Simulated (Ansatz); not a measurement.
# Be20Pd3Au (Au on 25 % of the Pd sites, one arrangement): which shell does photoemission see at 21.2 and 150 eV? (r²SCAN)

The valence band of Be20Pd3Au (Au on 25 % of the Pd sites, one arrangement) mixes several shells. Work out by hand which one leads the spectrum's area at each photon energy.

Filled states come from the projected DOS of Ansatz 0.2.0 (r²SCAN, plane waves); cross sections σ and asymmetry parameters β are those of free atoms in a Dirac–Hartree–Slater calculation. A shell's area is states × σ × angular factor, which is 1 + β·P₂(cos θ) for linear light, with θ = 0° from the polarisation and P₂ = 1.000. A star marks states left over by the projection.

**At 21.2 eV** (states counted from 11.2 eV below the zero; other shells add 0.89 to the products' sum of 169):

| shell | filled states a cell | cross section (Mb an electron) | β | angular factor | product | share by hand (%) | share in the simulated spectrum (%) |
| --- | --- | --- | --- | --- | --- | --- | --- |
| Au 5d | 9.68 | 3.02 | -0.11 | 0.89 | 26.1 | 15 | 15 |
| Be 2s | 24.68 | 0.697 | 2.00 | 3.00 | 51.6 | 30 | 30 |
| Pd 4d | 28.47 | 2.72 | -0.03 | 0.97 | 75.3 | 44 | 44 |
| Be 2p* | 13.53 | 0.445 | 1.57 | 2.57 | 15.5 | 9 | 9 |

**At 150 eV** (states counted from 13.3 eV below the zero; other shells add 0.029 to the products' sum of 3.17):

| shell | filled states a cell | cross section (Mb an electron) | β | angular factor | product | share by hand (%) | share in the simulated spectrum (%) |
| --- | --- | --- | --- | --- | --- | --- | --- |
| Au 5d | 9.68 | 0.0273 | 1.86 | 2.86 | 0.753 | 24 | 24 |
| Be 2s | 24.88 | 0.0212 | 2.00 | 3.00 | 1.58 | 50 | 50 |
| Pd 4d | 28.48 | 0.037 | -0.27 | 0.73 | 0.774 | 24 | 24 |
| Be 2p* | 13.54 | 0.00146 | 0.86 | 1.86 | 0.0369 | 1 | 1 |

Pd 4d leads at 21.2 eV and Be 2s at 150 eV. Between the two energies σ of Pd 4d changes by a factor 0.014 and that of Be 2s by 0.030, so their ratio moves 2.2-fold in favour of the second. The simulated spectrum uses the same rule on the energy-resolved DOS, so the two share columns agree within a few points.

The angular factor decides the lead at one of the energies. Only crystals where the two columns agree within 4 points and the lead is clear are worked in this form. Free-atom cross sections ignore the solid's final states, no escape depth or background enters, and the count of states a shell hangs on the projection.
